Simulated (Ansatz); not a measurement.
# InSe (R3m): converging the G0W0 gap, part 2 of 2

Aim: see how the G0W0 gap of InSe (R3m) on r2SCAN moves with empty bands and screening cutoff, and what each rung costs.

Ansatz 0.2.0; G0W0 on r2SCAN, plane waves, PAW. Known limits of the many-body steps: not at the basis limit; no spin-orbit coupling.

So far. Step 4 (740 empty bands, screening to 200 eV): Against the run with 4×4×4 mesh, 343 empty bands, screening to 120 eV, the gap moves by −0.011 eV.

## 5. Changing the frequency model: 4×4×4 mesh, 343 empty bands, screening to 120 eV, plasmon pole

A plasmon pole stands in for the full frequency dependence of the screening; this run shows what that costs in accuracy. Bands and cutoff differ from the step before, so it is read against an earlier run that matches them.

Input file input.yaml:

```yaml
crystal:
  lattice:
    - [2.0, 1.1547005384, 8.3166666667]
    - [-2.0, 1.1547005384, 8.3166666667]
    - [0.0, -2.3094010768, 8.3166666667]
  atoms:
    - { symbol: In, position: [0.0, 0.0, 0.0] }
    - { symbol: In, position: [0.1122, 0.1122, 0.1122] }
    - { symbol: Se, position: [0.6155, 0.6155, 0.6155] }
    - { symbol: Se, position: [0.83, 0.83, 0.83] }
kpoints:
  mp_grid: { grid: [4, 4, 4] }
hamiltonian:
  xc: r2scan
scf:
  occupations: { method: fixed }
gw:
  n_empty_bands: 343
  ecut_chi: 120
  qp_bands: [v2, c2]
  qp_kpoints: band_edges
  screening: { model: godby_needs }
```

Command:

```console
$ ansatz run input.yaml --threads 3 --pin off --max-ram 92160MiB --backend cuda --events-out ev --progress --plain --runs-dir out --devices 1 --max-vram 13GiB
```

Numbers of over 12 decimals in the logs are rounded to 6 here.

The program printed:

```text
GPUs: using 1 of 1 available (devices: 1).
[...]
GPU FFT provider: cuFFT
GPU libraries: cuBLAS 13.8.2, cuFFT 12.4.0, cuSOLVER 12.3.4
Crystal: 4 atoms, lattice volume = 115.239 Å³
Basis set: ecut = 500 eV, 2947 PW (Γ), exchange–correlation on 256×256×256 points (64 copies of the dense FFT grid, shifted against one another)
Bands: 35, of which v1, the nominal top of the filled ones, is band 29 counted from 1 (28 counted from 0)
[...]
3    31      9.7898    -8.0911    -3.7682   -12.0357  0.8139     9.9664     9.9661  root
[...]
12    28      6.0794   -18.3155     1.7743   -16.1868  0.7926     5.7243     5.7250  root
    12    29      7.2987   -16.3246     0.8569   -15.1216  0.8000     6.9520     6.9525  root
    12    30      8.1124   -10.2526    -3.2717   -13.7012  0.8152     8.2894     8.2893  root
    12    31      9.9053    -8.0969    -4.0083   -12.2493  0.8164    10.0495    10.0494  root
[key lines of the parts left out:]
SCF converged after 7 iterations
Free energy (F): -22182.516963 eV
Fermi energy:    7.298662 eV
```

Run time: 80 s. Hardware: 1 × NVIDIA H100 80GB HBM3 (shared by 6 runs) with 3 threads of AMD EPYC 7R13 (Zen 3), shared host; peak memory 3 GiB.

This step gave:

- bands summed: 372
- plasmon-pole fit frequency: 26.34 eV
- RPA ε∞ on this mesh (eigenvalues): 8.106, 8.106, 12.29
- plane waves in the screening matrix: 363
- G0W0 gap on the mesh: 1.337 eV
- k of the valence top: -0.5, -0.5, -0.5
- k of the conduction bottom: -0.5, -0.5, -0.5
- starting gap on the mesh: 0.8137 eV
- least direct G0W0 gap on the computed points: 1.337 eV

Against the run with 4×4×4 mesh, 343 empty bands, screening to 120 eV, the gap moves by +0.03 eV.

## 6. Changing the files: 4×4×4 mesh, 343 empty bands, screening to 120 eV, hard PAW files

Other atomic data (hard PAW) test the pseudisation: the cutoff goes from 500 to 870 eV and the valence electrons from 58 to 74, which opens shells that were frozen.

Changes to input.yaml since step 5:

```diff
@@ -14,2 +14,3 @@
   xc: r2scan
+  pseudopotentials: { kind: paw, source: ansatz }
 scf:
@@ -21,2 +22,2 @@
   qp_kpoints: band_edges
-  screening: { model: godby_needs }
+  screening: { model: contour_deformation }
```

The program printed:

```text
GPUs: using 1 of 1 available (devices: 1).
[...]
GPU FFT provider: cuFFT
GPU libraries: cuBLAS 13.8.2, cuFFT 12.4.0, cuSOLVER 12.3.4
Crystal: 4 atoms, lattice volume = 115.239 Å³
Basis set: ecut = 870 eV, 6791 PW (Γ), exchange–correlation on 432×432×432 points (64 copies of the dense FFT grid, shifted against one another)
Bands: 45, of which v1, the nominal top of the filled ones, is band 37 counted from 1 (36 counted from 0)
[...]
3    39     11.0164    -8.1095    -3.7895   -12.0562  0.7869    11.1741    11.1736  root
[...]
12    36      7.3043   -18.3181     1.7503   -16.1851  0.7617     6.9177     6.9216  root
    12    37      8.5218   -16.3371     0.8387   -15.1284  0.7769     8.1493     8.1518  root
    12    38      9.3425   -10.2669    -3.3229   -13.7230  0.7985     9.4759     9.4756  root
    12    39     11.1334    -8.1132    -4.0229   -12.2702  0.7911    11.2678    11.2674  root
[key lines of the parts left out:]
SCF converged after 9 iterations
Free energy (F): -28920.711009 eV
Fermi energy:    8.521796 eV
```

It took 1.8 min on 1 × NVIDIA H100 80GB HBM3 (shared by 6 runs) with 3 threads; peak memory 5.4 GiB.

Numbers from this step:

```
bands summed                                 : 380
RPA ε∞ on this mesh (eigenvalues)            : 8.100, 8.100, 12.12
plane waves in the screening matrix          : 363
G0W0 gap on the mesh                         : 1.324 eV
k of the valence top                         : -0.5, -0.5, -0.5
k of the conduction bottom                   : -0.5, -0.5, -0.5
starting gap on the mesh                     : 0.8207 eV
least direct G0W0 gap on the computed points : 1.324 eV
```

Against the run with 4×4×4 mesh, 343 empty bands, screening to 120 eV, the gap moves by +0.019 eV.

## 7. Convergence and cost

Times are wall times on 1 × NVIDIA H100 80GB HBM3 (shared by 6 runs) with 3 threads of AMD EPYC 7R13 (Zen 3), shared host, good to a factor of about two.

```csv
mesh,files,frequency,bands summed,cutoff (eV),start (eV),G0W0 (eV),time,host memory (GiB)
4×4×4,default PAW,contour deformation,150,60,0.814,1.269,23 s,1.9
4×4×4,default PAW,contour deformation,372,120,0.814,1.305,46 s,2.3
4×4×4,default PAW,contour deformation,769,200,0.814,1.294,86 s,3.5
4×4×4,default PAW,plasmon pole,372,120,0.814,1.337,80 s,3.0
4×4×4,hard PAW,contour deformation,380,120,0.821,1.324,1.8 min,5.4
```

How the two edges are built up, in eV (the quasiparticle level is the starting level plus Σx plus Σc less Vxc):

```csv
run,edge,start,Σx,Σc,Vxc,Z,QP
150 bands,valence top,7.30,-16.32,1.20,-15.12,0.78,7.29
150 bands,conduction bottom,8.11,-10.25,-3.00,-13.70,0.80,8.56
372 bands,valence top,7.30,-16.32,0.83,-15.12,0.78,6.93
372 bands,conduction bottom,8.11,-10.25,-3.33,-13.70,0.80,8.23
769 bands,valence top,7.30,-16.32,0.68,-15.12,0.78,6.77
769 bands,conduction bottom,8.11,-10.25,-3.50,-13.70,0.80,8.07
```

## 8. Results

```yaml
150_bands_60_ev: 1.269 eV
372_bands_120_ev: 1.305 eV
769_bands_200_ev: 1.294 eV
mesh_and_start: 4×4×4, r2SCAN
```

**Reading.** From 150 to 769 bands the gap moves by +0.03 eV while the time grows 3.7-fold. Σc changes by −0.52 eV at the valence top and −0.50 eV at the conduction bottom, so the levels themselves move more than the gap between them. The gap turns back along the series, so no limit is drawn from it. The plasmon-pole model gives +0.03 eV against contour deformation, 6 % of the correction, and saved no time in this program. Hard PAW files move the gap by +0.02 eV at equal bands and cutoff, +0.01 eV of it in the start. The many-body steps are scalar-relativistic: spin-orbit coupling is not in them.

[Paths, hosts, dates, memory and timing lines, banners, echoed tables and standing remarks are left out of the program output.]

[Logs are printed without paths, hosts, clocks, repeated set-up lines and the standing remarks that a program may print on its own settings, such as how far it seeks lower states.]

[Runs of the session that timed out or met a known fault of the program may be left out.]

[Cells called generated may have been cut or substituted from an entry of the Crystallography Open Database or the Materials Project.]

[Hosts, paths, dates, database ids (printed as entryN), source tags and the programs' standing remarks are cut or masked in the printed files.]
